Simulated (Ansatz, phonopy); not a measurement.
# CaO (Lime, Fm-3m): phonons against volume, part 2 of 2

Aim: how the vibrations of CaO (Lime) shift with volume, and the expansion that follows.

Measurements to reproduce:
- heat capacity C_P per formula unit 42.2 J/mol/K and bulk modulus 113 GPa near room temperature (given in “High-Throughput Prediction of Finite-Temperature Properties using the Quasi-Harmonic Approximation”, 2016, arXiv:1603.06924)

Ansatz 0.2.0; DFT LDA, scalar-relativistic, plane waves, PAW.

So far. Step 12 (A cell at another volume, V/V0 0.97): The run ends at a pressure of 4.19 GPa. Step 13 (Lattice dynamics at this volume, V/V0 0.97): No mode is imaginary beyond numerical noise at the solved wavevectors. The highest zone-centre mode (no LO–TO term) moved by +7.7 % for a volume change of -3.0 %.

**14. Single point at a scaled cell, V/V0 1.05**

The cell differs from the one that the last finished run ended in (a 3.295 → 3.384 Å, b 3.295 → 3.384 Å, c 3.295 → 3.384 Å).

Input file input.yaml:

```yaml
crystal:
  lattice:
    - [0.0, 2.3925471504, 2.3925471504]
    - [2.3925471504, 0.0, 2.3925471504]
    - [2.3925471504, 2.3925471504, 0.0]
  atoms:
    - { symbol: Ca, position: [0.0, 0.0, 0.0] }
    - { symbol: O, position: [0.5, 0.5, 0.5] }
kpoints:
  mp_grid: { grid: [8, 8, 8] }
hamiltonian:
  xc: lda
scf:
  occupations: { method: fixed }
output:
  forces: true
  stress: true
  eigenvalues: true
```

The run is started by

```console
ansatz run input.yaml --threads 4 --pin off --max-ram 16384MiB --backend cpu --events-out ev --progress --plain --runs-dir out
```

Elapsed: 0.27 s, on 4 threads of Intel Xeon Platinum 8488C (Sapphire Rapids), shared host; peak memory 0.32 GiB.

The run ends at a pressure of -5.65 GPa.

**15. Lattice dynamics at this volume, V/V0 1.05**

input.yaml, the sections that differ from step 14:

```yaml
output:
  eigenvalues: true
phonons:
  method: dfpt
  dielectric: true
  rigid_motions: translations
  qmesh: [4, 4, 4]
  temperatures: { t_max: 1000, t_step: 50 }
  qpath:
    path:
      - [[0.0, 0.0, 0.0], [0.5, 0.0, 0.5], [0.625, 0.25, 0.625]]
      - [[0.375, 0.375, 0.75], [0.0, 0.0, 0.0], [0.5, 0.5, 0.5], [0.5, 0.25, 0.75], [0.5, 0.0, 0.5]]
    npoints: 10
# crystal, kpoints, hamiltonian, scf: as in step 14
```

Run time: 27 s. Hardware: 4 threads; peak memory 0.75 GiB.

LO-TO term included. The phonon branches at the labelled points (cm⁻¹):

```tsv
point	branch 1	branch 2	branch 3	branch 4	branch 5	branch 6
Γ	0	0	0	254	254	539
halfway	146	146	219	270	270	476
X	202	202	275	279	279	383
halfway	201	222	272	281	306	376
U	197	263	265	288	356	360
jump to K	197	263	265	288	356	360
halfway	138	173	244	283	283	492
Γ	0	0	0	254	254	539
halfway	124	124	226	275	275	516
L	170	170	294	294	365	460
halfway	187	215	297	301	335	422
W	232	253	253	332	332	345
halfway	218	223	269	295	314	370
X	202	202	275	279	279	383
```

No mode is imaginary beyond numerical noise at the solved wavevectors. The highest zone-centre mode (no LO–TO term) moved by -12.4 % for a volume change of +5.0 %.

**16. How the modes move with volume**

This step: DFT LDA, scalar-relativistic, plane waves, PAW (phonopy 4.10.0).

This step gave:

- share of modes with a negative Grüneisen parameter: 0.004

Mean Grüneisen, by row:

```tsv
T (K)	heat-capacity-weighted mean	root mean square
50	1.353	1.533
100	1.51	1.637
200	1.549	1.657
300	1.548	1.652
500	1.544	1.647
800	1.542	1.644
```

Table of mean mode Grueneisen parameter by wavenumber:

```tsv
wavenumber (cm⁻¹)	mean mode Grueneisen parameter
10	-
28	1.78
47	-0.0198
66	1.21
85	1.04
104	1.2
123	1.07
142	1.23
161	1.39
180	1.56
199	1.43
218	1.22
237	1.24
256	1.29
275	1.44
294	1.87
313	2.06
332	1.89
350	1.38
369	1.13
388	1.1
407	1.05
426	1.08
445	1.05
464	1.04
483	1.06
502	1.04
521	1.05
540	1.06
559	1.08
```

Volume series, by row:

```tsv
V/V0	V (Å³/atom)	pressure (GPa)	E - E0 (meV/atom)	gap (eV)	zero-point energy (meV/atom)	lowest on the path (cm⁻¹)	highest at Gamma without the LO-TO term (cm⁻¹)
0.97	12.65	4.186	5.059	3.426	58.53	0	312.7
0.985	12.85	2.003	1.301	3.439	57.22	0	301.5
1	13.04	-0.007	0	3.451	55.92	0	290.4
1.015	13.24	-1.863	1.222	3.461	54.65	0	279.4
1.03	13.43	-3.575	4.642	3.47	53.41	0	268.6
1.05	13.7	-5.654	12.04	3.48	51.77	0	254.3
```

The optical frequency at Gamma without the LO-TO term, mode 4 by V/V0:

```tsv
V/V0	optical frequency at Gamma without the LO-TO term, mode 4 (cm⁻¹)
0.9700	313
0.9850	301
1.0000	290
1.0150	279
1.0300	269
1.0500	254
```

Grüneisen at points, by row:

```tsv
point	branch	frequency (cm⁻¹)	mode Grüneisen parameter
Γ	4	290.4	2.54
Γ	6	569.2	1.1
X	1	205.1	0.13
X	3	311.4	2.2
X	4	314.3	2.41
X	6	393.2	0.64
U	1	210.7	1.18
U	2	281	1.11
U	3	293.3	1.75
U	4	318.3	2.09
U	5	371.2	1.06
U	6	387.3	1.51
K	1	210.7	1.18
K	2	281	1.11
K	3	293.3	1.75
K	4	318.3	2.09
K	5	371.2	1.06
K	6	387.3	1.51
L	1	189.4	2.16
L	3	324	1.95
L	5	383.5	1.01
L	6	486.1	1.13
W	1	251	1.55
W	2	275.6	1.25
W	4	353	1.51
W	6	372.4	1.54
```

**17. Quasi-harmonic fit by phonopy**

This step gave:

```
volume expansion coefficient at 300 K : 35.16 1e-6/K
isothermal bulk modulus at 300 K      : 119.3 GPa
C_P at 300 K                          : 21.33 J/mol-atom/K
Grüneisen parameter at 300 K          : 1.592
```

Table of energy (each curve on its own zero) by volume; values in meV/atom:

```tsv
volume (Å³/atom)	static	F at 0 K	F at 300 K	F at 1300 K
12.652	5.06	8.34	10.4	25.1
12.848	1.3	3.27	4.6	13.7
13.043	0	0.67	1.2	4.57
13.239	1.22	0.62	0.3	-2.11
13.435	4.64	2.8	1.6	-6.68
13.696	12.0	8.56	6.12	-10.2
```

Phonopy-qha, vinet fit of F(V) at each temperature; no electronic free energy. Qha vinet, by row:

```tsv
T (K)	fitted volume (Å³/atom)	alpha_V (1e-6/K)	B_T (GPa)	C_P (J/mol-atom/K)	Grueneisen
100	13.15	12.08	125	7.684	1.542
150	13.16	21.64	123.9	13.55	1.571
200	13.18	28.04	122.5	17.38	1.582
250	13.2	32.24	120.9	19.77	1.587
300	13.22	35.16	119.3	21.33	1.592
350	13.25	37.36	117.5	22.4	1.597
400	13.27	39.14	115.8	23.17	1.602
450	13.3	40.67	113.9	23.75	1.609
500	13.32	42.05	112.1	24.22	1.615
550	13.35	43.35	110.2	24.6	1.622
600	13.38	44.61	108.2	24.93	1.63
650	13.41	45.86	106.3	25.21	1.638
700	13.44	47.12	104.3	25.48	1.646
750	13.48	48.41	102.2	25.73	1.655
800	13.51	49.73	100.2	25.97	1.665
850	13.54	51.11	98.08	26.2	1.674
```

Table of volume expansion coefficient, phonopy-qha, Vinet by temperature:

```tsv
temperature (K)	volume expansion coefficient, phonopy-qha, Vinet (1e-6/K)
75	6.7
100	12.1
125	17.2
150	21.6
175	25.2
200	28.0
225	30.4
250	32.2
275	33.8
300	35.2
325	36.3
350	37.4
375	38.3
400	39.1
425	39.9
450	40.7
475	41.4
500	42.0
525	42.7
550	43.4
575	44.0
600	44.6
625	45.2
650	45.9
675	46.5
700	47.1
725	47.8
750	48.4
775	49.1
800	49.7
825	50.4
850	51.1
```

The fit gives a volume expansion of 35.2 × 10⁻⁶/K at 300 K.

**18. What came out**

```json
{
  "volume expansion coefficient at 300 K": "35.16 1e-6/K",
  "isothermal bulk modulus at 300 K": "119.3 GPa",
  "C_P at 300 K": "21.33 J/mol-atom/K",
  "Grüneisen parameter at 300 K": "1.592",
  "mean mode Grüneisen parameter at 300 K": "1.55"
}
```

What this shows: Near room temperature CaO (Lime) expands by 35.2 × 10⁻⁶/K in volume by LDA, with C_P = 21.3 J/(mol K) per mole of atoms and B_T = 119 GPa. The table stops at 850 K because beyond it the fitted volume comes within 1 % of the largest computed cell, where the fit loses its support. C_P at room temperature is 86 % of the classical 3R an atom, so the stiffest modes are still partly frozen out. A measured bulk modulus near room temperature is 113 GPa (arXiv:1603.06924); the calculated 119 GPa differs by +6 %. The table does not say whether its value is isothermal or adiabatic. A measured heat capacity per formula unit near room temperature is 42.2 J/mol/K (arXiv:1603.06924); the calculated 42.7 J/mol/K differs by +1 %. The heat-capacity-weighted Grüneisen parameter goes from 1.35 at 50 K to 1.54 at 800 K. Weighting γ by the density of states and each mode's heat capacity at 300 K, modes below 190 cm⁻¹ give about 13 % of the sum of γC that drives the expansion, those up to 380 cm⁻¹ 78 % and the rest 9 %. Among the labelled points γ is largest for branch 4 at Γ (290 cm⁻¹, 2.5) and smallest for branch 1 at X (205 cm⁻¹, 0.13). The PAW files were made for PBE and are used here under another functional, for which the program regenerates the frozen cores.

[Logs are printed without paths, hosts, clocks, repeated set-up lines and the standing remarks that a program may print on its own settings, such as how far it seeks lower states.]

[Hosts, paths, dates, database ids (printed as entryN), source tags and the programs' standing remarks are cut or masked in the printed files.]

[A step with changed settings may run another functional than the one named; its input shows which.]


